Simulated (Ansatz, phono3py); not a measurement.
# LiH (Fm-3m): lattice thermal conductivity

Aim: the lattice thermal conductivity of LiH against temperature, and which phonons carry it.

Measurements to reproduce:
- thermal conductivity 15 W/m/K near room temperature (given in “Combining the AFLOW GIBBS and Elastic Libraries to efficiently and robustly screen thermo-mechanical properties of solids”, 2017, arXiv:1611.05714)
- thermal conductivity 15 W/m/K near room temperature (given in “Predicting the lattice thermal conductivity of solids by solving the Boltzmann transport equation: AFLOW - AAPL an automated, accurate and efficient framework”, 2017, arXiv:1611.05481)

Program: Ansatz 0.2.0. Level of theory: DFT LDA, scalar-relativistic, plane waves, PAW; PAW set soft_1. Results are calculated unless marked as measured.

The database entry behind the starting cell differs from later determinations by our own check (the deuteride, about 0.2 % short), so it need not match the best structure at ambient conditions.

## (1) Starting point

Symmetry: Fm-3m, No. 225, cubic system. Conventional cell: a = 4.074 Å, b = 4.074 Å, c = 4.074 Å, α = 90.00°, β = 90.00°, γ = 90.00°. Li has 6 H at 2.04 Å nearest. Nearest to H lie 6 Li at 2.04 Å. Farther neighbours are not listed.

## (2) A first coarse run

A cheap single point shows whether the cell is a metal or an insulator and how far it is from rest; that sets the k-mesh and the occupations of what follows.

Input file input.yaml:

```yaml
crystal:
  lattice:
    - [0.0, 2.03675, 2.03675]
    - [2.03675, 0.0, 2.03675]
    - [2.03675, 2.03675, 0.0]
  atoms:
    - { symbol: Li, position: [0.0, 0.0, 0.0] }
    - { symbol: H, position: [0.5, 0.5, 0.5] }
kpoints:
  mp_grid: { grid: [8, 8, 8] }
hamiltonian:
  xc: lda
  pseudopotentials: { kind: paw, azcp: { folder: soft_1 }, xc_functional: pbe }
scf:
  occupations: { method: gaussian, width: 0.1 }
  lower_state_search: "off"
output:
  forces: true
  stress: true
  eigenvalues: true
```

Command:

```console
$ ansatz run input.yaml --threads 8 --pin off --max-ram 19456MiB --backend cpu --events-out ev --progress --plain --runs-dir out
```

Numbers of over 12 decimals in the logs are rounded to 6 here.

What it wrote:

```text
Engine: ansatz 0.2.0, aarch64-unknown-linux-gnu
Pseudopotentials: kind: paw
Pseudopotential: Li, paw, valence charge 3, recommended cutoff 420 eV (normal), soft_1/Li.paw.azcp
Pseudopotential: H, paw, valence charge 1, recommended cutoff 420 eV (normal), soft_1/H.paw.azcp
Functional definition: SPW92
  exchange = slater_x
  correlation = pw_c
Crystal: 2 atoms, lattice volume = 16.898 Å³
Basis set: ecut = 420 eV, 331 PW (Γ)
Bands: 6, of which v1, the nominal top of the filled ones, is band 2 counted from 1 (1 counted from 0)
Symmetry: 48 space group operations
Space group: Fm-3m (ITA 225), of the structure as read, at distance tolerance 2.6e-5 Å
k-points: 29 of 512
Non-local potential: Li, projectors of the file, l = 0: 3, l = 1: 2, l = 2: 1
Non-local potential: H, projectors of the file, l = 0: 2, l = 1: 1
PAW form: soft (Blöchl's): semilocal exchange-correlation on the pseudo side does not see the compensation charge
PAW one-centre angular grid: Li, 110 points (default); XC on 64 Gauss nodes
PAW one-centre angular grid: H, 110 points (default); XC on 64 Gauss nodes
Initial density: superposition of atomic densities (chi_scale 0.1, normalization cell, long waves kept (reshape's long-wave potential 0.00 eV rms))
Initial wavefunctions: pseudopotential atomic-orbital guess
Functional: x = slater, c = lda
SCF iter   1: F=—  HF=-218.320447 eV  |F-HF|=—  |Δ(HF+E_count)|=         —  Δρ=5.03e-2  dr2=4.06e-1  ethr=3.10e-3  ⟨swp⟩=4.1  Hψ=1319  notcnv=0
preconditioner: auto → none  [insulator: Δε(μ)=3.337 eV  Ē_g=13.902 eV  σ=0.100 eV  W_gap=1.00  n_scr=0 (ndim 8)  ℏωp=12.8 eV  f_vac=0.000  D(μ)=0.00/eV (n_scr^D=0)  ε∞_Penn≈1.8]
SCF iter   2: F=—  HF=-218.194982 eV  |F-HF|=—  |Δ(HF+E_count)|=   1.25e-1  Δρ=1.33e-2  dr2=3.12e-2  ethr=3.10e-3  ⟨swp⟩=2.0  Hψ=508  notcnv=0
SCF iter   3: F=—  HF=-218.187128 eV  |F-HF|=—  |Δ(HF+E_count)|=   7.85e-3  Δρ=1.57e-3  dr2=1.99e-4  ethr=7.80e-4  ⟨swp⟩=2.6  Hψ=285  notcnv=0
SCF iter   4: F=—  HF=-218.187373 eV  |F-HF|=—  |Δ(HF+E_count)|=   2.45e-4  Δρ=2.05e-4  dr2=5.01e-6  ethr=4.97e-6  ⟨swp⟩=2.0  Hψ=205  notcnv=0
SCF iter   5: F=—  HF=-218.187371 eV  |F-HF|=—  |Δ(HF+E_count)|=   1.96e-6  Δρ=1.11e-5  dr2=1.82e-8  ethr=2.50e-9  ⟨swp⟩=2.9  Hψ=557  notcnv=0
SCF iter   6: F=-218.187371 eV  HF=-218.187371 eV  |F-HF|=1.16e-11  |Δ(HF+E_count)|=   6.37e-9  Δρ=4.42e-7  dr2=1.90e-11  ethr=4.54e-10  ⟨swp⟩=1.2  Hψ=492  notcnv=0
SCF 1 converged in 6 iterations: F = -218.187371 eV  dr2 = 1.90e-11
  greatest PAW one-centre occupation: 1.000 electrons in one spin orbital (limit 2), on the Li atom at site 0 (counted from 0), in its partial waves of l = 0
SCF converged after 6 iterations
Free energy (F): -218.187371 eV
Harris-Foulkes:  -218.187371 eV  (|F-HF|=1.16e-11)
Internal energy: -218.187371 eV  (E = F + TS)
E sigma→0 (E₀):  -218.187371 eV
Fermi energy:    1.773983 eV
--- Per-component energies (eV) ---
  E_band       = -89.754901
  E_kinetic    = 29.315460
  E_local      = -132.459488  (includes V_loc(G=0)·N_el)
  E_nonlocal   = -18.845646
  E_hartree    = 36.176061
  E_xc         = -17.718564
  E_vxc        = -23.105694  (∫ρ·V_xc dr)
  E_paw        = -22.061794  (= ΣΔE_a)
  E_vpaw       = -17.011175  (= ΣTr[D̂ρ^β])
  E_aug_tail   = -0.000484  (compensation charges beyond the density's cutoff)
  E_ewald      = -92.592916
  E_smearing   = -0.000000  (= −TS)
  E_closure    = -0.000000  (closes the sum)
  Σ components = -218.187371   (vs F -218.187371, Δ=0.00e0)
--- Forces (eV/Å), atoms counted from 1 ---
  atom   1  Li    -0.00000000     0.00000000     0.00000000
  atom   2  H      0.00000000    -0.00000000     0.00000000
  max |Σ_I F_I| component: 9.39e-31 eV/Å
--- Stress (GPa, compression-positive) ---
       -4.086159       0.000000       0.000000
        0.000000      -4.086159       0.000000
       -0.000000       0.000000      -4.086159
  P = ⅓ Tr σ = -4.0862 GPa (-40.862 kbar)
--- Band table (eV; the first three rows and the last of 29) ---
  k-point 0: bands = ["-43.0295", "-4.9311", "15.9578", "17.3688", "17.3688", "17.3688"]
  k-point 1: bands = ["-43.0231", "-4.6627", "13.6855", "16.2866", "16.8545", "16.8545"]
  k-point 2: bands = ["-43.0076", "-3.8913", "9.6460", "14.9011", "16.1869", "16.1869"]
  k-point 28: bands = ["-42.9722", "0.2156", "5.3112", "5.3112", "11.5496", "17.1681"]
```

The job ended after 0.75 s (8 threads of Arm Neoverse V2, shared host; peak memory 0.2 GiB; 1.1 s of CPU time).

This step gave:

```yaml
pressure: -4.086 GPa
gap_on_the_k_mesh: 2.656 eV
volume_per_atom: 8.449 Å³/atom
```

The start is under -4.1 GPa at this level and looks like an insulator or semiconductor on this mesh.

## (3) Relaxation

Phonons are second derivatives about a minimum, so cell and atoms are relaxed first, inside the symmetry of the start.

input.yaml, the sections that differ from step 2:

```yaml
kpoints:
  mp_grid: { grid: [10, 10, 10] }
scf:
  occupations: { method: gaussian, width: 0.02 }
  lower_state_search: "off"
relax:
  adjacent_minimum: "off"
  f_tol: 0.005
  max_steps: 80
  cell: { stress_tol: 0.05 }
# crystal, hamiltonian, output: as in step 2
```

What it wrote:

```text
[...]
Crystal: 2 atoms, lattice volume = 16.898 Å³
Basis set: ecut = 420 eV, 331 PW (Γ)
Bands: 6, of which v1, the nominal top of the filled ones, is band 2 counted from 1 (1 counted from 0)
Symmetry: 48 space group operations
[...]
k-points: 47 of 1000
[...]
SCF iter   1: F=—  HF=-218.320416 eV  |F-HF|=—  |Δ(HF+E_count)|=         —  Δρ=5.01e-2  dr2=4.02e-1  ethr=3.10e-3  ⟨swp⟩=4.7  Hψ=2202  notcnv=0
[...]
SCF iter   6: F=-218.187485 eV  HF=-218.187485 eV  |F-HF|=1.16e-11  |Δ(HF+E_count)|=   2.67e-9  Δρ=4.74e-7  dr2=1.90e-11  ethr=2.10e-10  ⟨swp⟩=1.0  Hψ=797  notcnv=0
SCF 1 converged in 6 iterations: F = -218.187485 eV  dr2 = 1.90e-11
[...]
relax step   1: F+E_penalty+E_count = -218.18748514 eV  Δ(F+E_penalty+E_count) = +0.000e0 eV  max|allowed force component| = 1.816e-30 eV/Å  Δτ_max = 0.0000 Å  P = -4.091 GPa  Ω = 16.898 Å³  (6 SCF iters, dr2 threshold 1.00e-7 eV, accepted)
Crystal: 2 atoms, lattice volume = 15.399 Å³
Basis set: ecut = 420 eV, 307 PW (Γ)
[...]
iter 1 solved again at ethr=1.14e-4 eV; its pass at ethr=3.10e-3 eV (dr2=4.55e-3 eV) is discarded
[...]
SCF iter   5: F=-218.213824 eV  HF=-218.213824 eV  |F-HF|=2.19e-11  |Δ(HF+E_count)|=  5.75e-10  Δρ=7.20e-7  dr2=3.89e-11  ethr=8.56e-11  ⟨swp⟩=1.5  Hψ=739  notcnv=0
SCF 2 converged in 5 iterations: F = -218.213824 eV  dr2 = 3.89e-11
relax step   2: F+E_penalty+E_count = -218.21382445 eV  Δ(F+E_penalty+E_count) = -2.634e-2 eV  max|allowed force component| = 3.061e-31 eV/Å  Δτ_max = 0.0000 Å  P = -1.171 GPa  Ω = 15.399 Å³  energy of the carried Pulay correction = +7.547e-4 eV  (5 SCF iters, dr2 threshold 2.00e-7 eV, accepted)
Crystal: 2 atoms, lattice volume = 14.870 Å³
Basis set: ecut = 420 eV, 283 PW (Γ)
[...]
SCF iter   4: F=-218.215779 eV  HF=-218.215779 eV  |F-HF|=1.29e-10  |Δ(HF+E_count)|=   4.13e-7  Δρ=2.70e-6  dr2=5.76e-10  ethr=4.44e-9  ⟨swp⟩=4.0  Hψ=1313  notcnv=0
SCF 3 converged in 4 iterations: F = -218.215779 eV  dr2 = 5.76e-10
relax step   3: F+E_penalty+E_count = -218.21577931 eV  Δ(F+E_penalty+E_count) = -1.955e-3 eV  max|allowed force component| = 2.424e-31 eV/Å  Δτ_max = 0.0000 Å  P = +0.193 GPa  Ω = 14.870 Å³  energy of the carried Pulay correction = +1.038e-3 eV  (4 SCF iters, dr2 threshold 2.00e-7 eV, accepted)
[...]
relax step   4: F+E_penalty+E_count = -218.21578197 eV  Δ(F+E_penalty+E_count) = -2.663e-6 eV  max|allowed force component| = 3.657e-31 eV/Å  Δτ_max = 0.0000 Å  P = -0.007 GPa  Ω = 14.943 Å³  energy of the carried Pulay correction = +9.984e-4 eV  (3 SCF iters, dr2 threshold 9.35e-8 eV, accepted)
[...]
SCF iter   4: F=-218.215021 eV  HF=-218.215021 eV  |F-HF|=3.69e-13  |Δ(HF+E_count)|=  4.46e-10  Δρ=8.17e-8  dr2=2.45e-13  ethr=1.00e-12  ⟨swp⟩=4.1  Hψ=710  notcnv=0
SCF 5 converged in 4 iterations: F = -218.215021 eV  dr2 = 2.45e-13
relax step   5: F+E_penalty+E_count = -218.21502146 eV  Δ(F+E_penalty+E_count) = +7.605e-4 eV  max|allowed force component| = 3.133e-31 eV/Å  Δτ_max = 0.0000 Å  P = -0.045 GPa  Ω = 14.943 Å³  stress off target by 4.51e-2 GPa  SCF on the basis re-selected at this cell (its energy is not comparable with the rows above)  (4 SCF iters)
basis re-selected at this cell: Δ(F+E_penalty+E_count) = +7.605e-4 eV, ΔP = -0.038 GPa vs the last step (what re-selecting the basis moved, of the pressure what is left beyond the Pulay correction that the steps carried, after the strain that the cell walked since its last selection, with what the two solves' SCF thresholds leave and, on support functions, any second-order correction that the steps lacked; it is no m [...]
SCF converged after 4 iterations
Free energy (F): -218.215021 eV
[...]
Internal energy: -218.215021 eV  (E = F + TS)
E sigma→0 (E₀):  -218.215021 eV
Fermi energy:    2.382401 eV
[...]
--- Stress (GPa, compression-positive) ---
       -0.045092       0.000000       0.000000
        0.000000      -0.045092       0.000000
        0.000000       0.000000      -0.045092
  P = ⅓ Tr σ = -0.0451 GPa (-0.451 kbar)
--- Band table (eV; the first three rows and the last of 47) ---
[...]
--- Relaxed structure (4 steps of the walk, 4 accepted, 1 SCFs on fresh bases) ---
  F+E_penalty+E_count = -218.21502146 eV   max|allowed force component| = 3.133e-31 eV/Å   (the final SCF, on the basis selected at the relaxed cell)
  cell:  # Å, volume = 14.9425 Å³
    - [0, 1.954930, 1.954930]
    - [1.954930, 0, 1.954930]
    - [1.954930, 1.954930, 0]
  atoms:
    - { symbol: Li, position: [0, 0, 0] }
    - { symbol: H, position: [0.5, 0.5, 0.5] }
```

Wall time 0.75 s (8 threads); peak memory 0.22 GiB; 2.9 s of CPU time.

Step by step:

```tsv
step	energy less that of the first step (eV)	largest force component (eV/Å)	pressure (GPa)	volume (Å³)
1	0.0000	0.0000	-4.09	16.90
2	-0.0263	0.0000	-1.17	15.40
3	-0.0283	0.0000	0.19	14.87
4	-0.0283	0.0000	-0.01	14.94
5*	-0.0275	0.0000	-0.05	14.94
```

Relaxation steps marked * repeat the geometry before them on a plane-wave basis chosen anew for their cell, so energy and pressure can jump there.

The run keeps the 48 symmetry operations that it works with, so distortions that break them were not tested.

```tsv
conventional cell, symmetrised	before	after	change
a (Å)	4.074	3.910	-4.0 %
b (Å)	4.074	3.910	-4.0 %
c (Å)	4.074	3.910	-4.0 %
volume (Å³/atom)	8.45	7.47	-11.6 %
```

Final coordinates:

```cif
data_structure
_symmetry_space_group_name_H-M 'P 1'
_symmetry_Int_Tables_number 1
_cell_length_a 2.7647
_cell_length_b 2.7647
_cell_length_c 2.7647
_cell_angle_alpha 60.000
_cell_angle_beta 60.000
_cell_angle_gamma 60.000
_cell_volume 14.94
loop_
_atom_site_label
_atom_site_type_symbol
_atom_site_fract_x
_atom_site_fract_y
_atom_site_fract_z
_atom_site_occupancy
Li1 Li 0.00000 0.00000 0.00000 1
H2 H 0.50000 0.50000 0.50000 1
```

Numbers from this step:

- pressure: -0.04509 GPa
- gap on the k-mesh: 2.541 eV
- volume per atom: 7.471 Å³/atom

The relaxation ends with a pressure of -0.05 GPa.

## (4) A second relaxation

The relaxation is run once more from where the first one ended, as the script does after a large change of volume or of the gap, with mesh and occupations reviewed.

Changes to input.yaml since step 3:

```diff
@@ -2,5 +2,5 @@
   lattice:
-    - [0.0, 2.03675, 2.03675]
-    - [2.03675, 0.0, 2.03675]
-    - [2.03675, 2.03675, 0.0]
+    - [0.0, 1.9549304388, 1.9549304388]
+    - [1.9549304388, 0.0, 1.9549304388]
+    - [1.9549304388, 1.9549304388, 0.0]
   atoms:
```

What it wrote:

```text
[...]
Crystal: 2 atoms, lattice volume = 14.943 Å³
Basis set: ecut = 420 eV, 283 PW (Γ)
Bands: 6, of which v1, the nominal top of the filled ones, is band 2 counted from 1 (1 counted from 0)
Symmetry: 48 space group operations
[...]
k-points: 47 of 1000
[...]
P = ⅓ Tr σ = -0.0451 GPa (-0.451 kbar)
--- Band table (eV; the first three rows and the last of 47) ---
[...]
--- Relaxed structure (1 steps of the walk, 1 accepted, 1 SCFs on fresh bases) ---
[...]
cell:  # Å, volume = 14.9425 Å³
    - [0.0, 1.9549304388, 1.9549304388]
    - [1.9549304388, 0.0, 1.9549304388]
    - [1.9549304388, 1.9549304388, 0.0]
  atoms:
    - { symbol: Li, position: [0.0, 0.0, 0.0] }
    - { symbol: H, position: [0.5, 0.5, 0.5] }
[key lines of the parts left out:]
SCF converged after 3 iterations
Free energy (F): -218.215021 eV
Fermi energy:    2.382400 eV
```

It took 0.4 s on 8 threads; peak memory 0.2 GiB.

Little changed from the start: no atom moved by 0.005 Å and no cell edge by 0.1 %.

[end of part 1 of 5]

[Logs are printed without paths, hosts, clocks, repeated set-up lines and the standing remarks that a program may print on its own settings, such as how far it seeks lower states.]

[Hosts, paths, dates, database ids (printed as entryN), source tags and the programs' standing remarks are cut or masked in the printed files.]

[A step with changed settings may run another functional than the one named; its input shows which.]
